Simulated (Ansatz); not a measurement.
**Lattice dynamics of Y2C monolayer**

Wanted: phonon frequencies of Y2C monolayer and what follows from them.

Main program and level: Ansatz 0.2.0; DFT PBEsol, scalar-relativistic, plane waves, PAW.

This is a report of a sequence of runs, with most program output left out.

## 1. Set-up

The cell holds 3 atoms: 1 C and 2 Y. Cell: a = 3.600 Å, b = 3.600 Å, c = 20.000 Å, α = 90.0°, β = 90.0°, γ = 120.0°. Vacuum lies along c.

## 2. Coarse relaxation

A rough relaxation comes first, because large forces or stress need no tight tolerances yet.

The program solves this slab on a cell height of its own, 28.6 Å, in place of the one typed.

The input, input.yaml:

```yaml
crystal:
  lattice:
    - [3.6, 0.0, 0.0]
    - [-1.8, 3.11769, 0.0]
    - [0.0, 0.0, 20.0]
  atoms:
    - { symbol: C, position: [0.0, 0.0, 0.5] }
    - { symbol: "Y", position: [0.333333, 0.666667, 0.56] }
    - { symbol: "Y", position: [0.666667, 0.333333, 0.44] }
  periodic: [true, true, false]
kpoints:
  mp_grid: { grid: [6, 6, 1] }
hamiltonian:
  xc: pbesol
scf:
  occupations: { method: gaussian, width: 0.1 }
output:
  forces: true
  stress: true
  eigenvalues: true
relax:
  adjacent_minimum: "off"
  f_tol: 0.05
  max_steps: 80
  cell: { stress_2d_tol: 0.02 }
```

Launch:

```bash
$ ansatz run input.yaml --threads 8 --pin off --max-ram 14336MiB --backend cpu --events-out ev --progress --plain --runs-dir out
```

Elapsed: 5.3 s, on 8 threads of Arm Neoverse V1, shared host; peak memory 0.6 GiB; 29 s of CPU time.

Step by step:

```tsv
step	energy less that of the first step (eV)	largest force component (eV/Å)	volume (Å³)
1	0.0000	1.2784	321.00
2	-0.0496	0.9840	317.52
3	-0.1499	0.0933	312.68
4	-0.1573	0.0389	307.83
5	-0.1579	0.0036	306.47
6*	-0.1568	0.0036	306.47
```

Relaxation steps marked * repeat the geometry before them on a plane-wave basis chosen anew for their cell, so energy and pressure can jump there.

Forces are held to the 12 operations that the run works with; a distortion that breaks them can't arise in this run.

```tsv
cell as run	before	after	change
a (Å)	3.600	3.518	-2.3 %
b (Å)	3.600	3.518	-2.3 %
```

The atoms that moved most (Å, along periodic axes as changes of fractional coordinates times the final cell, across vacuum about the mean position):

```tsv
atom	dx	dy	dz	length
Y2	0.000	0.000	0.129	0.129
Y3	0.000	0.000	-0.129	0.129
```

Final coordinates:

```xyz
3
Lattice="3.5176 0.0000 0.0000 -1.7588 3.0463 0.0000 0.0000 0.0000 28.6000" Properties=species:S:1:pos:R:3
C     0.0000    0.0000   10.0000
Y     0.0000    2.0309   11.3287
Y     1.7588    1.0154    8.6713
```

Numbers from this step:

* gap on the k-mesh: 0 eV
* area per atom: 3.572 Å²

The relaxation ends with a largest force component of 0.0036 eV/Å.

## 3. Relaxation

Harmonic phonons are second derivatives at a point where the forces vanish, and they are wanted at zero stress, so atoms and cell are relaxed first.

The input, input.yaml:

```yaml
crystal:
  lattice:
    - [3.5176132197, 0.0, 0.0]
    - [-1.7588066098, 3.0463424089, 0.0]
    - [0.0, 0.0, 28.6]
  atoms:
    - { symbol: C, position: [0.0, 0.0, 0.3496503497] }
    - { symbol: "Y", position: [0.3333333333, 0.6666666667, 0.3961080044] }
    - { symbol: "Y", position: [0.6666666667, 0.3333333333, 0.303192695] }
  periodic: [true, true, false]
kpoints:
  mp_grid: { grid: [15, 15, 1] }
hamiltonian:
  xc: pbesol
scf:
  occupations: { method: gaussian, width: 0.1 }
output:
  forces: true
  stress: true
  eigenvalues: true
  write_density: true
  write_potential: true
  elf: true
  volumetric_format: npy
relax:
  adjacent_minimum: "off"
  f_tol: 0.005
  max_steps: 80
  cell: { stress_2d_tol: 0.02 }
```

Elapsed: 14 s, on 8 threads; peak memory 0.82 GiB.

The steps of the relaxation:

```tsv
step	energy less that of the first step (eV)	largest force component (eV/Å)	volume (Å³)
1	0.0000	0.1373	306.47
2	0.0189	0.5475	301.75
3	-0.0025	0.0086	304.88
4	-0.0026	0.0118	304.38
5	-0.0027	0.0001	304.03
6*	-0.0025	0.0001	304.03
```

Relaxation steps marked * repeat the geometry before them on a plane-wave basis chosen anew for their cell, so energy and pressure can jump there. Relaxation step 2 was tried and not accepted.

Forces are held to the 12 operations that the run works with; a distortion that breaks them can't arise in this run.

```tsv
cell as run	before	after	change
a (Å)	3.518	3.504	-0.4 %
b (Å)	3.518	3.504	-0.4 %
```

The atoms that moved most (Å, along periodic axes as changes of fractional coordinates times the final cell, across vacuum about the mean position):

```tsv
atom	dx	dy	dz	length
Y2	0.000	0.000	0.014	0.014
Y3	0.000	0.000	-0.014	0.014
```

Final coordinates:

```cif
data_structure
_symmetry_space_group_name_H-M 'P 1'
_symmetry_Int_Tables_number 1
_cell_length_a 3.5036
_cell_length_b 3.5036
_cell_length_c 28.6000
_cell_angle_alpha 90.000
_cell_angle_beta 90.000
_cell_angle_gamma 120.000
_cell_volume 304.03
loop_
_atom_site_label
_atom_site_type_symbol
_atom_site_fract_x
_atom_site_fract_y
_atom_site_fract_z
_atom_site_occupancy
C1 C 0.00000 0.00000 0.34965 1
Y2 Y 0.33333 0.66667 0.39659 1
Y3 Y 0.66667 0.33333 0.30271 1
```

Numbers from this step:

| Item | Value |
| --- | --- |
| area per atom | 3.543 Å² |

Valence density in the ac plane at fractional y = 0.000, with atoms of C within 0.2 Å of it. It is the smooth field of the valence electrons, not physical close to the nuclei.

Ten steps, logarithmic in the rise over the least value, from '0' (0.0 e/Å³) to '9' (1.5 e/Å³), each cell a mean:
```
00000000000000
00000000000000
00000000000000
00000000000000
00000000000000
00000000000000
00000000000000
00000000000000
00000000000000
00000000000000
00000000000000
00000000000000
11111111111111
33333444433333
66656667665666
99986655567899
76666667666666
33333444443333
11111111111111
00000000000000
00000000000000
00000000000000
00000000000000
00000000000000
```
Columns run along a (3.5 Å), rows up along c (28.6 Å). Atoms in or near the plane, at fractional coordinates: C at (0.00, 0.35).

ELF in the ac plane at fractional y = 0.000, with atoms of C within 0.2 Å of it. It is the smooth field of the valence electrons, not physical close to the nuclei.

Ten even steps from '0' (0.00) to '9' (0.78), each cell a mean:
```
00000000000000
00000000000000
00000000000000
00000000000000
00000000000000
00000000000000
00000000000000
00000000000000
00000000000000
00000000000000
00000000000000
22222222222222
77665444455677
65421111111346
87532234322467
46997421248996
87632234322467
65421112111246
77765444455677
22222222222222
00000000000000
00000000000000
00000000000000
00000000000000
```
Columns run along a (3.5 Å), rows up along c (28.6 Å). Atoms in or near the plane, at fractional coordinates: C at (0.00, 0.35).

Electrostatic potential energy in the ac plane at fractional y = 0.000, with atoms of C within 0.2 Å of it. With pseudopotentials it is smooth inside the atoms' cores, unlike the true potential.

Values in eV, 24 rows by 14 columns, each cell a mean:
```
  0   0   0   0   0   0   0   0   0   0   0   0   0   0
  0   0   0   0   0   0   0   0   0   0   0   0   0   0
  0   0   0   0   0   0   0   0   0   0   0   0   0   0
  0   0   0   0   0   0   0   0   0   0   0   0   0   0
  0   0   0   0   0   0   0   0   0   0   0   0   0   0
  0   0   0   0   0   0   0   0   0   0   0   0   0   0
  0   0   0   0   0   0   0   0   0   0   0   0   0   0
  0   0   0   0   0   0   0   0   0   0   0   0   0   0
  0   0   0   0   0   0   0   0   0   0   0   0   0   0
  0   0   0   0   0   0   0   0   0   0   0   0   0   0
  0   0   0   0   0   0   0   0   0   0   0   0   0   0
  0   0   0   0   0   0   0   0   0   0   0   0   0   0
  0  -1  -1  -1  -1  -1  -1  -1  -1  -1  -1  -1  -1  -1
 -2  -2  -3  -4  -5  -6  -7  -7  -6  -6  -4  -3  -3  -2
 -4  -4  -4  -5  -8 -11 -12 -13 -12 -10  -7  -5  -4  -4
-13 -13 -13  -7  -4  -4  -5  -5  -5  -4  -4  -9 -13 -13
 -4  -4  -4  -5  -8 -10 -12 -12 -12 -10  -7  -5  -4  -4
 -2  -2  -3  -4  -5  -6  -7  -7  -7  -6  -5  -3  -3  -2
 -1  -1  -1  -1  -1  -1  -1  -1  -1  -1  -1  -1  -1  -1
  0   0   0   0   0   0   0   0   0   0   0   0   0   0
  0   0   0   0   0   0   0   0   0   0   0   0   0   0
  0   0   0   0   0   0   0   0   0   0   0   0   0   0
  0   0   0   0   0   0   0   0   0   0   0   0   0   0
  0   0   0   0   0   0   0   0   0   0   0   0   0   0
```
Columns run along a (3.5 Å; values clipped at the 3rd and 97th percentile), rows up along c (28.6 Å). Atoms in or near the plane, at fractional coordinates: C at (0.00, 0.35).

## 4. Tight relaxation

Phonons need a cell at rest on their own settings, so the relaxation is repeated with tight tolerances on forces and stress, using the mesh and the filling of the phonon run that follows.

input.yaml, the sections that differ from step 3:

```yaml
crystal:
  lattice:
    - [3.5035729779, 0.0, 0.0]
    - [-1.7517864889, 3.0341832029, 0.0]
    - [0.0, 0.0, 28.6]
  atoms:
    - { symbol: C, position: [0.0, 0.0, 0.3496503497] }
    - { symbol: "Y", position: [0.3333333333, 0.6666666667, 0.3965868401] }
    - { symbol: "Y", position: [0.6666666667, 0.3333333333, 0.3027138593] }
  periodic: [true, true, false]
kpoints:
  mp_grid: { grid: [18, 18, 1] }
scf:
  occupations: { method: methfessel_paxton, width: 0.15 }
relax:
  adjacent_minimum: "off"
  f_tol: 0.001
  max_steps: 60
  cell: { stress_2d_tol: 0.002 }
# hamiltonian, output: as in step 3
```

It took 16 s on 8 threads; peak memory 0.83 GiB; 92 s of CPU time.

Little changed from the start: no atom moved by 0.005 Å and no cell edge by 0.1 %.

Numbers from this step:

* area per atom: 3.539 Å²

Valence density in the ac plane at fractional y = 0.000, with atoms of C within 0.2 Å of it. It is the smooth field of the valence electrons, not physical close to the nuclei.

Values in e/Å³, 24 rows by 14 columns, each cell a mean:
```
0.0 0.0 0.0 0.0 0.0 0.0 0.0 0.0 0.0 0.0 0.0 0.0 0.0 0.0
0.0 0.0 0.0 0.0 0.0 0.0 0.0 0.0 0.0 0.0 0.0 0.0 0.0 0.0
0.0 0.0 0.0 0.0 0.0 0.0 0.0 0.0 0.0 0.0 0.0 0.0 0.0 0.0
0.0 0.0 0.0 0.0 0.0 0.0 0.0 0.0 0.0 0.0 0.0 0.0 0.0 0.0
0.0 0.0 0.0 0.0 0.0 0.0 0.0 0.0 0.0 0.0 0.0 0.0 0.0 0.0
0.0 0.0 0.0 0.0 0.0 0.0 0.0 0.0 0.0 0.0 0.0 0.0 0.0 0.0
0.0 0.0 0.0 0.0 0.0 0.0 0.0 0.0 0.0 0.0 0.0 0.0 0.0 0.0
0.0 0.0 0.0 0.0 0.0 0.0 0.0 0.0 0.0 0.0 0.0 0.0 0.0 0.0
0.0 0.0 0.0 0.0 0.0 0.0 0.0 0.0 0.0 0.0 0.0 0.0 0.0 0.0
0.0 0.0 0.0 0.0 0.0 0.0 0.0 0.0 0.0 0.0 0.0 0.0 0.0 0.0
0.0 0.0 0.0 0.0 0.0 0.0 0.0 0.0 0.0 0.0 0.0 0.0 0.0 0.0
0.0 0.0 0.0 0.0 0.0 0.0 0.0 0.0 0.0 0.0 0.0 0.0 0.0 0.0
0.0 0.0 0.0 0.0 0.0 0.0 0.0 0.0 0.0 0.0 0.0 0.0 0.0 0.0
0.1 0.1 0.1 0.1 0.1 0.1 0.1 0.1 0.1 0.1 0.1 0.1 0.1 0.1
0.3 0.3 0.3 0.2 0.2 0.3 0.4 0.4 0.3 0.3 0.2 0.2 0.3 0.3
1.5 1.4 1.1 0.6 0.4 0.2 0.2 0.2 0.2 0.2 0.4 0.7 1.1 1.5
0.4 0.4 0.3 0.2 0.2 0.3 0.4 0.4 0.3 0.3 0.2 0.3 0.3 0.4
0.1 0.1 0.1 0.1 0.1 0.1 0.1 0.1 0.1 0.1 0.1 0.1 0.1 0.1
0.0 0.0 0.0 0.0 0.0 0.0 0.0 0.0 0.0 0.0 0.0 0.0 0.0 0.0
0.0 0.0 0.0 0.0 0.0 0.0 0.0 0.0 0.0 0.0 0.0 0.0 0.0 0.0
0.0 0.0 0.0 0.0 0.0 0.0 0.0 0.0 0.0 0.0 0.0 0.0 0.0 0.0
0.0 0.0 0.0 0.0 0.0 0.0 0.0 0.0 0.0 0.0 0.0 0.0 0.0 0.0
0.0 0.0 0.0 0.0 0.0 0.0 0.0 0.0 0.0 0.0 0.0 0.0 0.0 0.0
0.0 0.0 0.0 0.0 0.0 0.0 0.0 0.0 0.0 0.0 0.0 0.0 0.0 0.0
```
Columns run along a (3.5 Å), rows up along c (28.6 Å). Atoms in or near the plane, at fractional coordinates: C at (0.00, 0.35).

Electrostatic potential energy in the ac plane at fractional y = 0.000, with atoms of C within 0.2 Å of it. With pseudopotentials it is smooth inside the atoms' cores, unlike the true potential.

Ten even steps from '_' (-13 eV) to '@' (0 eV), each cell a mean:
```
@@@@@@@@@@@@@@@@@@@@@@@@@@@@
@@@@@@@@@@@@@@@@@@@@@@@@@@@@
@@@@@@@@@@@@@@@@@@@@@@@@@@@@
@@@@@@@@@@@@@@@@@@@@@@@@@@@@
@@@@@@@@@@@@@@@@@@@@@@@@@@@@
@@@@@@@@@@@@@@@@@@@@@@@@@@@@
@@@@@@@@@@@@@@@@@@@@@@@@@@@@
@@@@@@@@@@@@@@@@@@@@@@@@@@@@
@@@@@@@@@@@@@@@@@@@@@@@@@@@@
@@@@@@@@@@@@@@@@@@@@@@@@@@@@
@@@@@@@@@@@@@@@@@@@@@@@@@@@@
@@@@@@@@@@@@@@@@@@@@@@@@@@@@
@@@@@@@@@@@@@@@@@@@@@@@@@@@@
%%%%%%##**++++==++++**##%%%%
######**==::______::==**####
______==####******##**--____
********==::____..::==******
%%%%####**++======++**##%%%%
@@@@@@@@@@@@@@@@@@@@@@@@@@@@
@@@@@@@@@@@@@@@@@@@@@@@@@@@@
@@@@@@@@@@@@@@@@@@@@@@@@@@@@
@@@@@@@@@@@@@@@@@@@@@@@@@@@@
@@@@@@@@@@@@@@@@@@@@@@@@@@@@
@@@@@@@@@@@@@@@@@@@@@@@@@@@@
```
Columns run along a (3.5 Å; values clipped at the 3rd and 97th percentile), rows up along c (28.6 Å). Atoms in or near the plane, at fractional coordinates: C at (0.00, 0.35).

ELF in the ac plane at fractional y = 0.000, with atoms of C within 0.2 Å of it. It is the smooth field of the valence electrons, not physical close to the nuclei.

Ten even steps from '0' (0.00) to '9' (0.78), each cell a mean:
```
00000000000000
00000000000000
00000000000000
00000000000000
00000000000000
00000000000000
00000000000000
00000000000000
00000000000000
00000000000000
00000000000000
22222222222222
77665444455677
65421111111346
87532234322467
46997421248996
87632234322467
65421112111246
77765444455677
22222222222222
00000000000000
00000000000000
00000000000000
00000000000000
```
Columns run along a (3.5 Å), rows up along c (28.6 Å). Atoms in or near the plane, at fractional coordinates: C at (0.00, 0.35).

The largest force component left is 0.018 meV/Å, within the tolerances set.

## 5. Zone-centre response

The zone centre comes first: it holds the modes that light can see, as far as symmetry allows. No field response is asked, since the mesh shows no gap.

input.yaml, the sections that differ from step 4:

```yaml
crystal:
  lattice:
    - [3.501497109, 0.0, 0.0]
    - [-1.7507485545, 3.0323854477, 0.0]
    - [0.0, 0.0, 28.6]
  atoms:
    - { symbol: C, position: [0.0, 0.0, 0.3496503497] }
    - { symbol: "Y", position: [0.3333333333, 0.6666666667, 0.3966000098] }
    - { symbol: "Y", position: [0.6666666667, 0.3333333333, 0.3027006896] }
  periodic: [true, true, false]
output:
  eigenvalues: true
phonons:
  method: dfpt
# kpoints, hamiltonian, scf: as in step 4
# relax: removed
```

Elapsed: 69 s, on 8 threads; peak memory 2 GiB; 6.9 min of CPU time.

This step gave:

| Property | Result |
| --- | --- |
| sum-rule residual before enforcement | 1.37e-4 eV/Å² |
| point group | -3m |
| highest optical mode at the zone centre (no LO-TO term) | 414.9 cm⁻¹ |
| lowest optical zone-centre mode | 135.0 cm⁻¹ |

Patterns of degenerate modes are one choice out of their space. The modes at Γ (shares of kinetic energy by element, %):

```tsv
mode	frequency (cm⁻¹)	symmetry	C %	Y %
1	0.0	acoustic	6	94
2	0.0	acoustic	6	94
3	0.0	acoustic	6	94
4	135.0	Eg	0	100
5	135.0	Eg	0	100
6	211.5	A1g	0	100
7	261.9	A2u	94	6
8	414.9	Eu	94	6
9	414.9	Eu	94	6
```

Displacements in mode 5 (135.0 cm⁻¹), the largest set to 1:
```
C1   0.00  0.00  0.00
Y2  -1.00 -0.81  0.00
Y3   1.00  0.81  0.00
```

Displacements in mode 9 (414.9 cm⁻¹), the largest set to 1:
```
C1   0.00  1.00  0.00
Y2   0.00 -0.07  0.00
Y3   0.00 -0.07  0.00
```

Before it was imposed, the acoustic sum rule was missed by 1.4e-4 eV/Å². Small misses are needed for a sound result but don't prove that mesh and cutoff are converged. The lowest optical mode is real, 135 cm⁻¹.

(Part 1 of 2 ends here.)

[Logs are printed without paths, hosts, clocks, repeated set-up lines and the standing remarks that a program may print on its own settings, such as how far it seeks lower states.]

[Hosts, paths, dates, database ids (printed as entryN), source tags and the programs' standing remarks are cut or masked in the printed files.]
